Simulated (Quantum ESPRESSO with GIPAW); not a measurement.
# Solid-state NMR of BP by GIPAW

Wanted: NMR shieldings for each site of BP.

Program: Quantum ESPRESSO with GIPAW 8.0dev (patched build). Level of theory: DFT, PBE, plane-wave PAW (pslibrary 1.0.0 recipes), scalar-relativistic, GIPAW; a patched development version of the program. Results are calculated unless marked as measured.

## Step 1: Set-up

It takes space group F-43m (No. 216, cubic). Conventional cell: a = 4.538 Å, b = 4.538 Å, c = 4.538 Å, α = 90.00°, β = 90.00°, γ = 90.00°. Nearest to P lie 4 B at 1.97 Å. B has 4 P at 1.97 Å nearest. Farther neighbours are not listed.

The cell is an entry of the Crystallography Open Database; it need not be the form that is stable at ambient conditions.

A relaxation of the atoms beforehand (Quantum ESPRESSO with GIPAW) moved none by more than 0.003 Å.

## Step 2: Self-consistent run

GIPAW is a response on top of the ground state, so the wavefunctions come first. Their errors pass straight into the induced current, hence the tight threshold. No empty states are asked for: the response is solved without them. The mesh has a spacing of 0.19 Å⁻¹ at most. The PAW files were made with ld1.x from the pslibrary 1.0.0 recipes, with GIPAW reconstruction switched on.

scf.in

```
&control
  calculation = 'scf'
  prefix = 'x'
  outdir = './tmp/'
  pseudo_dir = './'
/
&system
  ibrav = 0
  nat = 2
  ntyp = 2
  ecutwfc = 55
  ecutrho = 330
  nbnd = 4
/
&electrons
  conv_thr = 1.0d-10
  mixing_beta = 0.7
  electron_maxstep = 100
/
ATOMIC_SPECIES
  P 30.974 P.pbe-n-kjpaw_psl.1.0.0-gipaw.UPF
  B 10.810 B.pbe-n-kjpaw_psl.1.0.0-gipaw.UPF
CELL_PARAMETERS angstrom
  0.00000000 2.26900000 2.26900000
  2.26900000 0.00000000 2.26900000
  2.26900000 2.26900000 0.00000000
ATOMIC_POSITIONS crystal
  P 0.75000000 0.75000000 0.75000000
  B 0.00000000 0.00000000 0.00000000
K_POINTS automatic
  13 13 13 0 0 0
```

Run with:

```console
$ mpirun -np 4 pw.x -nk 4 -in scf.in > scf.out
```

What it wrote:

```text
using ibrav=0 with symmetry is DISCOURAGED, use correct ibrav instead

     bravais-lattice index     =            0
     lattice parameter (alat)  =       6.0638  a.u.
     unit-cell volume          =     157.6631 (a.u.)^3
     number of atoms/cell      =            2
     number of atomic types    =            2
     number of electrons       =         8.00
     number of Kohn-Sham states=            4
     kinetic-energy cutoff     =      55.0000  Ry
     charge density cutoff     =     330.0000  Ry
     scf convergence threshold =      1.0E-10
     mixing beta               =       0.7000
     number of iterations used =            8  plain     mixing
     Exchange-correlation= SLA-PW-PBX-PBC
                           (   1   4   3   4   0   0   0)
[...]
P                 5.00    30.97400     P ( 1.00)
     B                 3.00    10.81000     B ( 1.00)

     24 Sym. Ops. (no inversion) found
[...]
number of k points=    84
[...]
Dense  grid:    16049 G-vectors     FFT dimensions: (  36,  36,  36)

     Smooth grid:     8657 G-vectors     FFT dimensions: (  30,  30,  30)

     Initial potential from superposition of free atoms

     starting charge       7.9996, renormalised to       8.0000
     Starting wfcs are    8 randomized atomic wfcs

     Self-consistent Calculation

     iteration #  1     ecut=    55.00 Ry     beta= 0.70
     Davidson diagonalization with overlap
     ethr =  1.00E-02,  avg # of iterations =  2.0

     total energy              =     -67.02833234 Ry
     estimated scf accuracy    <       0.13182108 Ry

     iteration #  2     ecut=    55.00 Ry     beta= 0.70
     Davidson diagonalization with overlap
     ethr =  1.65E-03,  avg # of iterations =  2.0

     total energy              =     -67.05416889 Ry
     estimated scf accuracy    <       0.00957238 Ry

     iteration #  3     ecut=    55.00 Ry     beta= 0.70
     Davidson diagonalization with overlap
     ethr =  1.20E-04,  avg # of iterations =  2.0

     total energy              =     -67.05517784 Ry
     estimated scf accuracy    <       0.00054905 Ry

[...]
total energy              =     -67.05548500 Ry
[...]
iteration # 17     ecut=    55.00 Ry     beta= 0.70
     Davidson diagonalization with overlap
     ethr =  3.03E-12,  avg # of iterations =  1.0

     total energy              =     -67.05548500 Ry
     estimated scf accuracy    <          1.2E-10 Ry

     iteration # 18     ecut=    55.00 Ry     beta= 0.70
     Davidson diagonalization with overlap
     ethr =  1.46E-12,  avg # of iterations =  1.6

     End of self-consistent calculation
     [one-electron energies left out]

!    total energy              =     -67.05548500 Ry
     total all-electron energy =      -733.958262 Ry
     estimated scf accuracy    <          2.5E-11 Ry

     The total energy is the sum of the following terms:
     one-electron contribution =       7.28841954 Ry
     hartree contribution      =       1.26992723 Ry
     xc contribution           =      -7.40353406 Ry
     ewald contribution        =     -20.98323954 Ry
     one-center paw contrib.   =     -47.22705817 Ry

     convergence has been achieved in  18 iterations
[...]
JOB DONE.
```

Wall time 6.1 s (4 MPI ranks of Arm Neoverse V2, shared host); peak memory 0.37 GiB; 24 s of CPU time.

It converged in 18 cycles to an estimated accuracy of 3e-11 Ry, on 84 irreducible k-points.

## Step 3: Magnetic response

The job finds the current that a weak uniform field induces (applied as a long wave, q_gipaw) and the field that this current makes at each nucleus. On atoms with p or d valence electrons much of the paramagnetic part arises close to the nucleus, where the PAW partial waves rebuild the true states. pawproj makes the reconstruction use the PAW data sets' own projectors.

nmr.in

```
&inputgipaw
  job = 'nmr'
  prefix = 'x'
  tmp_dir = './tmp/'
  restart_mode = 'from_scratch'
  verbosity = 'low'
  q_gipaw = 0.01
  spline_ps = .true.
  conv_threshold = 1.0d-11
  use_nmr_macroscopic_shape = .false.
  pawproj(1) = .true.
  pawproj(2) = .true.
/
```

Run with:

```console
$ mpirun -np 4 gipaw.x -in nmr.in > nmr.out
```

What it wrote:

```text
[banner, memory and clock lines left out]
[a note of our patched build left out]

     Parallelizing q-star over 1 images

     IMPORTANT: XC functional enforced from input :
     Exchange-correlation= PBE
                           (   1   4   3   4   0   0   0)
     Any further DFT definition will be discarded
     Please, verify this is what you really want

[...]
alpha_pv=     30.9279 eV

     spline_ps is .false., expect some extrapolation errors

     q-space interpolation up to    66.00 Rydberg

     GIPAW job: nmr
     NMR macroscopic correction: no
[...]
Computing the magnetic susceptibility     isolve=0    ethr=  0.1000E-10
     Starting from scratch
     k-point #    1 of    84      pool #  1    cpu time:       0.5
[...]
End of magnetic susceptibility calculation

     f-sum rule (1st term):
            -8.3187         -0.0000          0.0000
            -0.0000         -8.3187         -0.0000
            -0.0000         -0.0000         -8.3187

     f-sum rule (2nd term):
            -0.0789          0.0000         -0.0000
             0.0000         -0.0789          0.0000
            -0.0000          0.0000         -0.0789

     f-sum rule (should be    -8.3959):
            -8.3977         -0.0000          0.0000
            -0.0000         -8.3977         -0.0000
            -0.0000         -0.0000         -8.3977

[... susceptibilities left out ...]
     Contributions to the NMR chemical shifts: -------------------------------

     Macroscopic shape contribution in ppm:                    0.00
             0.0000          0.0000          0.0000
             0.0000          0.0000          0.0000
             0.0000          0.0000          0.0000

     Core contribution in ppm:

     Atom  1  P   pos: (  1.060660  1.060660  1.060660)  core sigma:         908.79
     Atom  2  B   pos: (  0.000000  0.000000  0.000000)  core sigma:         165.26

     Bare contribution in ppm:

     Atom  1  P   pos: (  1.060660  1.060660  1.060660)  bare sigma:         -10.17
[...]
Atom  2  B   pos: (  0.000000  0.000000  0.000000)  bare sigma:         -19.52
[...]
Diamagnetic contribution in ppm:

     Atom  1  P   pos: (  1.060660  1.060660  1.060660)  dia sigma:          -2.48
[...]
Atom  2  B   pos: (  0.000000  0.000000  0.000000)  dia sigma:           3.24
[...]
Paramagnetic contribution in ppm:

     Atom  1  P   pos: (  1.060660  1.060660  1.060660)  para sigma:        -534.92
[...]
Atom  2  B   pos: (  0.000000  0.000000  0.000000)  para sigma:         -22.58
[...]
Paramagnetic US occ-occ contribution in ppm:

     Atom  1  P   pos: (  1.060660  1.060660  1.060660)  para_oo sigma:          -0.34
[...]
Atom  2  B   pos: (  0.000000  0.000000  0.000000)  para_oo sigma:          -0.19
[...]
Paramagnetic US L_R Q_R contribution in ppm:

     Atom  1  P   pos: (  1.060660  1.060660  1.060660)  para_lq sigma:          68.34
[...]
Atom  2  B   pos: (  0.000000  0.000000  0.000000)  para_lq sigma:          -2.70
[...]
Total NMR chemical shifts in ppm: ---------------------------------------
     (adopting the Simpson convention for anisotropy and asymmetry)-----------

     Atom  1  P   pos: (  1.060660  1.060660  1.060660)  Total sigma:         429.23
           429.2295          0.0000          0.0000
             0.0000        429.2295          0.0000
             0.0000          0.0000        429.2295

     P       1    anisotropy:      0.00    eta:    0.0000
[...]
Atom  2  B   pos: (  0.000000  0.000000  0.000000)  Total sigma:         123.51
           123.5139         -0.0000          0.0000
            -0.0000        123.5139         -0.0000
             0.0000         -0.0000        123.5139

     B       2    anisotropy:     -0.00    eta:    0.0000
[...]
```

The job ended after 40 s (4 MPI ranks; peak memory 0.22 GiB; 2.6 min of CPU time).

The f-sum rule is met to 0.0018 of 8.4 (0.02 %). Converged shieldings require that this miss be small, but a small miss does not prove them.

From the symmetric part of each tensor, with principal values σ11 ≤ σ22 ≤ σ33: σ_iso is their mean, the span is σ33 − σ11 and the skew 3(σ_iso − σ22)/span. (gipaw.x prints an anisotropy in another convention.)

```csv
site,atom no.,atoms in cell,σ_iso (ppm),span (ppm),skew
P,1,1,429.2,0.0,-
B,2,1,123.5,0.0,-
```

The macroscopic shape term is switched off. For a spherical sample the valence susceptibility of this run would add about 5 ppm to every site, a rough estimate, since the susceptibility converges slowly and lacks part of the PAW terms. Differences within the crystal don't depend on it, but shieldings of different compounds can't be compared to better than a few ppm without it.

P and B sit on cubic site symmetry, where the tensor must be isotropic.

How the isotropic values are made up (ppm). The core part is that of the free atom's core; bare is the current of the smooth valence states; the last two are what the PAW spheres add to the diamagnetic and the paramagnetic current:

```csv
site,core,bare,"reconstruction, dia","reconstruction, para"
P,908.8,-10.2,-2.5,-466.9
B,165.3,-19.5,3.2,-25.5
```

## Step 4: NMR parameters by site

Covalently bonded atoms count as neighbours within 1.18 times the sum of their radii. Otherwise a cation's neighbours lie within 1.2 times its shortest bond (1.3 for large cations, each anion's radius taken off where they differ), and an anion's are the cations that count it.

```csv
site,atom no.,atoms in cell,surroundings,bonds (Å),σ_iso (ppm)
P,1,1,PB4,1.965,429.2
B,2,1,BP4,1.965,123.5
```

## Step 5: Cost against result

Each row names what was changed: another mesh tests the sampling of the zone; another q tests the long-wave limit; another functional shows how far the paramagnetic term hangs on the exchange-correlation form.

Changes of σ_iso (ppm) against the run above (PBE, cutoffs 55 and 330 Ry, mesh 13×13×13, 3 min). Times are CPU times of pw.x and gipaw.x together, on 4 MPI ranks of Arm Neoverse V2, shared host; on a shared host they are rough.

```csv
run,CPU time,f-sum miss,P,B
mesh 17×17×17,5.6 min,1.0e-4,-0.0,+0.1
q_gipaw 0.003,2.9 min,0.0018,-0.0,-0.0
revPBE,3 min,0.0017,+6.7,+1.2
```

The largest move is +6.7 ppm, on P, from revPBE.

## Step 6: What came out

```yaml
31p_shielding_without_shape_term: 429.2 ppm
11b_shielding_without_shape_term: 123.5 ppm
```

What this shows: 31P has one site (PB4), with isotropic shielding 429.2 ppm (shape term left out). A shift needs a reference, δ = σ_ref − σ, fixed on measured compounds; for 31P of this kind at this level too few were at hand, or they scattered too widely about a line, so none is given. Going to mesh 17×17×17 changes no isotropic shielding by more than 0.063 ppm, so the main run is converged in that respect. A higher cutoff was not carried through on these files. The largest change with the functional is 6.7 ppm in absolute shielding; part of that drops out once each functional has its own reference line. This build of gipaw.x prints that it is not audited and that its numbers are no references by themselves. It also reports spline_ps as false although the input sets it; why was not traced.

[Banner, clock, file and message-heading lines were taken out of the pw.x and gipaw.x logs.]

[Logs are printed without paths, hosts, clocks, repeated set-up lines and the standing remarks that a program may print on its own settings, such as how far it seeks lower states.]

[Hosts, paths, dates, database ids (printed as entryN), source tags and the programs' standing remarks are cut or masked in the printed files.]

[Where no reference line passes its bar on scatter, no shift is given, so a measured shift of this compound may stand uncompared.]
